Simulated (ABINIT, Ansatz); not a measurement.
# How the form of the self-energy moves the gap of CaZnC2O6 (R-3), part 2 of 2

Aim: compare treatments of exchange, screening and correlation for the gap of CaZnC2O6 (R-3).

ABINIT 10.8.3; LDA and many-body steps on it, plane waves. Known limits of the many-body steps: not at the basis limit; d shell near the gap, gap tends to lie low; coarse k mesh.

So far. Step 5 (G0W0, Hybertsen-Louie plasmon pole): Against G0W0 in ABINIT (2×2×2 mesh, 110 bands, screening to 114.3 eV, Godby-Needs plasmon pole), the gap moves by +0.237 eV. Step 6 (G0W0, von der Linden-Horsch plasmon pole): Against G0W0 in ABINIT (2×2×2 mesh, 110 bands, screening to 114.3 eV, Godby-Needs plasmon pole), the gap moves by +0.089 eV.

## Step 7: One-shot Hartree-Fock

This step: one-shot Hartree-Fock on LDA, plane waves, norm-conserving pseudopotentials.

File run.abi:

```
acell 3*1.0 Angstrom
rprim 
  2.433014964130 1.404701844483 5.444039263300
  -2.433014964130 1.404701844483 5.444039263300
  0.000000000000 -2.809403688966 5.444039263300
ntypat 4
znucl 20 30 6 8
natom 10
typat 1 2 3 3 4 4 4 4 4 4
xred 
  0.000000000000 0.000000000000 0.000000000000
  0.500000000000 0.500000000000 0.500000000000
  0.242541000000 0.242541000000 0.242541000000
  0.757459000000 0.757459000000 0.757459000000
  0.494747000000 0.964090000000 0.273567000000
  0.964090000000 0.273567000000 0.494747000000
  0.273567000000 0.494747000000 0.964090000000
  0.505253000000 0.035910000000 0.726433000000
  0.035910000000 0.726433000000 0.505253000000
  0.726433000000 0.505253000000 0.035910000000
pp_dirpath "pseudos"
pseudos "Ca.upf, Zn.upf, C.upf, O.upf"
ecut 37
ngkpt 2 2 2
nshiftk 1
shiftk 0 0 0
kptopt 1
chksymbreak 0
istwfk *1
occopt 1
irdwfk 1
optdriver 4
nband 41
gwcalctyp 5
ecutsigx 37
symsigma 1
nkptgw 3
kptgw 
  0.5000000000 0.0000000000 0.0000000000
  0.5000000000 0.5000000000 0.5000000000
  0.0000000000 0.0000000000 0.0000000000
bdgw 
  36 39
  36 39
  35 39
ixc_sigma 40
fftgw 31
indata_prefix "in"
outdata_prefix "out"
tmpdata_prefix "tmp"
```

Launch:

```
OMP_NUM_THREADS=1 mpirun -n 4 abinit run.abi > log
```

Numbers of over 12 decimals in the logs are rounded to 6 here.

Log:

```text
.Version 10.8.3 of ABINIT. v10.8.2 released Aug 2026.

 Symmetries : space group R-3 (#148); Bravais hR (rhombohedral)
[... echo of the input left out ...]
== DATASET  1 ==================================================================
-   mpi_nproc: 4, omp_nthreads: 1 (-1 if OMP is not activated)

--- !DatasetInfo
iteration_state: {dtset: 1, }
dimensions: {natom: 10, nkpt: 4, mband: 41, nsppol: 1, nspinor: 1, nspden: 1, mpw: 8140, }
cutoff_energies: {ecut:  37.0, pawecutdg:  -1.0, }
[...]
Band     E0 <VxcDFT>   SigX SigC(E0)      Z dSigC/dE  Sig(E)    E-E0       E
[...]
38   6.349 -15.288  -9.771   0.000   1.000   0.000  -9.771   5.517  11.866
       39   7.290 -16.269 -10.633   0.000   1.000   0.000 -10.633   5.636  12.926

== END DATASET(S) ==============================================================
================================================================================

 -outvars: echo values of variables after computation  --------
           etotal      0.0000000000E+00
            nband          41
             nkpt           4
          spgroup         148
 [... the other variables as echoed above ...]

 Calculation completed.
```

Run time: 12 s. Hardware: 4 MPI ranks of Arm Neoverse N1, shared host; peak memory 1.2 GiB; 46 s of CPU time.

This step gave:

```
quasiparticle gap on the points computed              : 14.86 eV
starting gap on the mesh                              : 3.804 eV
k of the valence top                                  : 0.5, 0, 0
k of the conduction bottom                            : 0.5, 0.5, 0.5
least direct quasiparticle gap on the computed points : 15.70 eV
```

Against G0W0 in ABINIT (2×2×2 mesh, 110 bands, screening to 114.3 eV, Godby-Needs plasmon pole), the gap moves by +8.092 eV.

## Step 8: Screening, 2×2×2 mesh, 110 bands, screening to 114.3 eV

This step: RPA screening on LDA, plane waves, norm-conserving pseudopotentials.

Edit run.abi of step 7 so:

```diff
@@ -31,18 +31,14 @@
 irdwfk 1
-optdriver 4
-nband 41
-gwcalctyp 5
-ecutsigx 37
-symsigma 1
-nkptgw 3
-kptgw 
-  0.5000000000 0.0000000000 0.0000000000
-  0.5000000000 0.5000000000 0.5000000000
-  0.0000000000 0.0000000000 0.0000000000
-bdgw 
-  36 39
-  36 39
-  35 39
-ixc_sigma 40
-fftgw 31
+optdriver 3
+nband 110
+ecuteps 4.2
+inclvkb 2
+awtr 1
+symchi 1
+gwcalctyp 2
+nfreqre 16
+freqremax 40 eV
+nfreqim 8
+spmeth 1
+nomegasf 120
 indata_prefix "in"
```

Log:

```text
.Version 10.8.3 of ABINIT. v10.8.2 released Aug 2026.

 Symmetries : space group R-3 (#148); Bravais hR (rhombohedral)
[... echo of the input left out ...]
== DATASET  1 ==================================================================
-   mpi_nproc: 4, omp_nthreads: 1 (-1 if OMP is not activated)

--- !DatasetInfo
iteration_state: {dtset: 1, }
dimensions: {natom: 10, nkpt: 4, mband: 110, nsppol: 1, nspinor: 1, nspden: 1, mpw: 8140, }
cutoff_energies: {ecut:  37.0, pawecutdg:  -1.0, }
electrons: {nelect:   7.40000000E+01, charge:   0.00000000E+00, occopt:   1.00000000E+00, tsmear:   1.00000000E-02, }

 SCREENING: Calculation of the susceptibility and dielectric matrices

 Based on a program developped by R.W. Godby, V. Olevano, G. Onida, and L. Reining.
 Incorporated in ABINIT by V. Olevano, G.-M. Rignanese, and M. Torrent.
.Using double precision arithmetic ; gwpc =  8

[... cell and pseudopotentials left out ...]
--------------------------------------------------------------------------------

 ==== K-mesh for the wavefunctions ====
 Number of points in the irreducible wedge :     4
[... list of points left out ...]
 Together with  6 symmetry operations and time-reversal symmetry
 yields     8 points in the full Brillouin Zone.

 ==== Q-mesh for the screening function ====
 Number of points in the irreducible wedge :     4
[... list of points left out ...]
 Together with  6 symmetry operations and time-reversal symmetry
 yields     8 points in the full Brillouin Zone.

 setmesh: FFT mesh size selected  =    45x   45x   45
          total number of points  =        91125

 vcoul_init : cutoff-mode = AUXILIARY_FUNCTION
 q-points for optical limit:   1
     1)      0.000010    0.000020    0.000030

- screening: taking advantage of time-reversal symmetry
- Maximum band index for partially occupied states nbvw = 37
- Remaining bands to be divided among processors   nbcw = 73
- Number of bands treated by each node ~18

 Number of electrons calculated from density =   74.0000; Expected =   74.0000
 average of density, n =  0.098228
 r_s =    1.3445
 omega_plasma =   30.2324 [eV]

 calculating chi0 at frequencies [eV] :
  1    0.000000E+00    0.000000E+00
  2    2.666667E+00    0.000000E+00
  3    5.333333E+00    0.000000E+00
[...]
23    0.000000E+00    7.699663E+01
 24    0.000000E+00    1.084121E+02

--------------------------------------------------------------------------------
  q-point number  1        q = ( 0.000000, 0.000000, 0.000000) [r.l.u.]
--------------------------------------------------------------------------------
[... chi0 elements left out ...]
  [... further frequencies ...]

 No. of calculated frequencies >  15, stop printing
 For q-point:  0.000010 0.000020 0.000030
  dielectric constant =   2.9675
  dielectric constant without local fields =   3.2874

  Average fulfillment of the sum rule on Im[epsilon] for q-point    1 :     34.66  [%]
[... wings left out ...]
  q-point number  2        q = ( 0.500000, 0.000000, 0.000000) [r.l.u.]
--------------------------------------------------------------------------------
[... chi0 elements left out ...]
  [... further frequencies ...]

 No. of calculated frequencies >  15, stop printing
  Average fulfillment of the sum rule on Im[epsilon] for q-point    2 :     40.11  [%]

 [... 2 further q-points ...]
```

Run time: 2 min. Hardware: 4 MPI ranks; peak memory 2.7 GiB; 8 min of CPU time.

This step gave:

```yaml
eps_infinity_with_local_fields_on_this_mesh_along_the_program_s_q_direction: 2.967
the_same_without_local_fields: 3.287
plasma_frequency: 30.23 eV
plane_waves_in_the_screening_matrix: 309
```

## Step 9: G0W0, contour deformation

This step: G0W0 on LDA, plane waves, norm-conserving pseudopotentials.

Edit run.abi of step 8 so:

```diff
@@ -31,14 +31,18 @@
 irdwfk 1
-optdriver 3
+optdriver 4
 nband 110
+gwcalctyp 2
+ecutsigx 37
+symsigma 1
+nkptgw 3
+kptgw 
+  0.5000000000 0.0000000000 0.0000000000
+  0.5000000000 0.5000000000 0.5000000000
+  0.0000000000 0.0000000000 0.0000000000
+bdgw 
+  36 39
+  36 39
+  35 39
 ecuteps 4.2
-inclvkb 2
-awtr 1
-symchi 1
-gwcalctyp 2
-nfreqre 16
-freqremax 40 eV
-nfreqim 8
-spmeth 1
-nomegasf 120
+irdscr 1
 indata_prefix "in"
```

Log:

```text
.Version 10.8.3 of ABINIT. v10.8.2 released Aug 2026.

 Symmetries : space group R-3 (#148); Bravais hR (rhombohedral)
[... echo of the input left out ...]
== DATASET  1 ==================================================================
-   mpi_nproc: 4, omp_nthreads: 1 (-1 if OMP is not activated)

--- !DatasetInfo
iteration_state: {dtset: 1, }
dimensions: {natom: 10, nkpt: 4, mband: 110, nsppol: 1, nspinor: 1, nspden: 1, mpw: 8140, }
cutoff_energies: {ecut:  37.0, pawecutdg:  -1.0, }
[...]
Band     E0 <VxcDFT>   SigX SigC(E0)      Z dSigC/dE  Sig(E)    E-E0       E
[...]
39   7.290 -16.269 -10.633  -2.483   0.806  -0.240 -13.727   2.543   9.832
       39   0.000   0.000   0.000  -0.000   0.000   0.000  -0.000  -0.000  -0.000

== END DATASET(S) ==============================================================
================================================================================

 -outvars: echo values of variables after computation  --------
           etotal      0.0000000000E+00
            nband         110
             nkpt           4
          spgroup         148
 [... the other variables as echoed above ...]

 Calculation completed.
```

Elapsed: 22 s, on 4 MPI ranks; peak memory 1.5 GiB; 89 s of CPU time.

Numbers from this step:

```
G0W0 gap on the points computed              : 6.715 eV
starting gap on the mesh                     : 3.804 eV
k of the valence top                         : 0.5, 0, 0
k of the conduction bottom                   : 0.5, 0.5, 0.5
least direct G0W0 gap on the computed points : 7.764 eV
```

Against G0W0 in ABINIT (2×2×2 mesh, 110 bands, screening to 114.3 eV, Godby-Needs plasmon pole), the gap moves by −0.050 eV.

## Step 10: The runs together

Times are wall times on 4 MPI ranks of Arm Neoverse N1, shared host, good to a factor of about two. A run's time includes the screening step that it read.

| run | mesh | bands | screening cutoff (eV) | DFT gap (eV) | gap on the mesh (eV) | direct (eV) | ε∞ used | time |
| --- | --- | --- | --- | --- | --- | --- | --- | --- |
| G0W0, Godby-Needs plasmon pole | 2×2×2 | 110 | 114.3 | 3.804 | 6.765 | 7.840 | 2.95 | 2.2 min |
| G0W0, Hybertsen-Louie plasmon pole | 2×2×2 | 110 | 114.3 | 3.804 | 7.002 | 8.059 | 2.95 | 2.2 min |
| G0W0, von der Linden-Horsch plasmon pole | 2×2×2 | 110 | 114.3 | 3.804 | 6.854 | 8.014 | 2.95 | 2 min |
| one-shot Hartree-Fock | 2×2×2 | - | - | 3.804 | 14.857 | 15.697 | - | 12 s |
| G0W0, contour deformation | 2×2×2 | 110 | 114.3 | 3.804 | 6.715 | 7.764 | 2.97 | 2.4 min |

## Step 11: Results

```json
{"G0W0, Godby-Needs plasmon pole": "6.765 eV", "G0W0, Hybertsen-Louie plasmon pole": "7.002 eV", "G0W0, von der Linden-Horsch plasmon pole": "6.854 eV", "one-shot Hartree-Fock": "14.857 eV", "G0W0, contour deformation": "6.715 eV", "known limits": "not at the basis limit; d shell near the gap, gap tends to lie low; coarse k mesh"}
```

In words: G0W0, Hybertsen-Louie plasmon pole: +0.237 eV against G0W0, Godby-Needs plasmon pole. G0W0, von der Linden-Horsch plasmon pole: +0.089 eV against G0W0, Godby-Needs plasmon pole. One-shot Hartree-Fock: +8.092 eV against G0W0, Godby-Needs plasmon pole. G0W0, contour deformation: −0.050 eV against G0W0, Godby-Needs plasmon pole. Bare exchange alone opens the gap to 14.86 eV; against G0W0, correlation takes back 8.09 eV. Bands and cutoff are finite, so the gap is not at the basis limit. The miss can reach some tenths of an eV and take either sign; the mesh is an error of its own. In the G0W0 runs levels were corrected at 3 k points alone, so a gap called «on the mesh» is the least over those, and an edge elsewhere would be missed. The 2×2×2 mesh is coarse for this cell, which bears on the long-range parts of exchange and screening. A d shell, filled or nearly so, lies near the gap. One-shot GW converges very slowly in bands there, not always from below, and on a semilocal start the gap tends to come out low; starts rich in exact exchange can overshoot instead.

[Paths, hosts, dates, memory and timing lines, banners, echoed tables and standing remarks are left out of the program output.]

[Logs are printed without paths, hosts, clocks, repeated set-up lines and the standing remarks that a program may print on its own settings, such as how far it seeks lower states.]

[Runs of the session that timed out or met a known fault of the program may be left out.]

[Hosts, paths, dates, database ids (printed as entryN), source tags and the programs' standing remarks are cut or masked in the printed files.]

[G0W0 gaps are taken among the corrected bands and points alone; a level outside them can change the order at an edge.]

[Where Ansatz stands beside ABINIT at settings called matched, ABINIT's density can come from a denser mesh and the files from another edition; pairs whose starting gaps differed by over 0.03 eV were left out, so agreement reads better than it is.]
